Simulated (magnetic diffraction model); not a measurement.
## Zr4Co3CuMo4 below its ordering temperature

Space group C222 (no. 21), a = 5.2010 Å, b = 8.6830 Å, c = 8.9650 Å.

| site | atom | x | y | z |
| --- | --- | --- | --- | --- |
| 8l | Mo | 0.2406 | 0.0783 | 0.2567 |
| 4k | Zr | 1/4 | 3/4 | 0.0856 |
| 4k | Zr | 1/4 | 1/4 | 0.5767 |
| 2b | Cu | 1/2 | 0 | 0 |
| 2c | Co | 1/2 | 0 | 1/2 |
| 2a | Co | 0 | 0 | 0 |
| 2d | Co | 0 | 0 | 1/2 |

The compound is invented for this exercise: a known structure type with other elements, its cell scaled to their sizes and not relaxed.

Only Co is taken to order (form factors of Co2+); orders and moment sizes are assumed, and not adapted to the symmetry. Radiation: neutrons of λ = 2.0775 Å, 8° to 45°; isotropic B of 0.34 Å² (Mo), 0.37 Å² (Zr), 0.46 Å² (Cu) and 0.41 Å² (Co). Simulated constant-wavelength pattern: nuclear and magnetic terms add, the magnetic one as |2.695 fm × Σ f S⊥ exp(2πi Q·r) exp(−B s²)|², summed over all Q at one angle with the factor 1/(sin²θ cos θ). For collinear order S is the moment m, which repeats by lattice and centring translations R with the sign exp(−2πi k·R). Free-ion form factors, Sears's scattering lengths of 1992, no absorption; a label names one of the reflections at its angle. The strongest nuclear line in the range is 100, and lines under 0.2 are left out.

Above the ordering temperature:

```csv
2θ (°),index,I
13.31,(0 0 1),25.5
26.80,(0 0 2),5.4
26.93,(1 1 0),13.7
27.69,(0 2 0),0.9
30.15,(1 1 1),44.5
30.83,(0 2 1),17.9
38.35,(1 1 2),45.3
38.91,(0 2 2),100.0
40.68,(0 0 3),8.3
```

Below it (cell unchanged):

| 2θ (°) | I |
| --- | --- |
| 13.31 | 25.5 |
| 26.80 | 5.4 |
| 26.93 | 47.0 |
| 27.69 | 16.5 |
| 30.15 | 411.9 |
| 30.83 | 37.4 |
| 38.35 | 59.2 |
| 38.91 | 106.9 |
| 40.68 | 8.3 |

**Question.** Find the propagation vector, then choose among these models:
A. collinear moments along [001], 2.48 μB on Co; signs + at (1/2, 0, 1/2), + at (0, 0, 0), − at (0, 0, 1/2)
B. collinear moments along [010], 2.48 μB on Co; signs + at (1/2, 0, 1/2), + at (0, 0, 0), − at (0, 0, 1/2)
C. collinear moments along [001], 2.48 μB on Co; signs + at (1/2, 0, 1/2), − at (0, 0, 0), + at (0, 0, 1/2)
D. collinear moments along [010], 2.48 μB on Co; signs + at (1/2, 0, 1/2), − at (0, 0, 0), + at (0, 0, 1/2)

No line moves, and magnetic intensity falls on nuclear lines such as the one at 30.15°, so the magnetic cell equals the chemical primitive cell: k = 0.

Magnetic intensity, observed (below minus above) and for each model:

| 2θ (°) | index | observed | A | B | C | D |
| --- | --- | --- | --- | --- | --- | --- |
| 13.31 | (0 0 1) | <0.2 | <0.2 | 78.4 | <0.2 | 705.6 |
| 26.80 | (0 0 2) | <0.2 | <0.2 | 16.9 | <0.2 | 16.9 |
| 26.93 | (1 1 0) | 33.4 | 33.4 | 24.6 | 33.4 | 24.6 |
| 27.69 | (0 2 0) | 15.6 | 15.6 | <0.2 | 15.6 | <0.2 |
| 30.15 | (1 1 1) | 367.3 | 367.3 | 361.3 | 40.8 | 40.1 |
| 30.83 | (0 2 1) | 19.5 | 19.5 | 4.6 | 175.7 | 41.2 |
| 38.35 | (1 1 2) | 13.9 | 13.9 | 24.0 | 13.9 | 24.0 |
| 40.68 | (0 0 3) | <0.2 | <0.2 | 5.9 | <0.2 | 53.1 |

Model A matches.

The absence at (0 0 1) is telling: Q lies along the moments there, so the part normal to Q vanishes.

The structure used: k = (0 0 0), collinear moments along [001], 2.48 μB on Co; signs + at (1/2, 0, 1/2), + at (0, 0, 0), − at (0, 0, 1/2).

[Logs are printed without paths, hosts, clocks, repeated set-up lines and the standing remarks that a program may print on its own settings, such as how far it seeks lower states.]
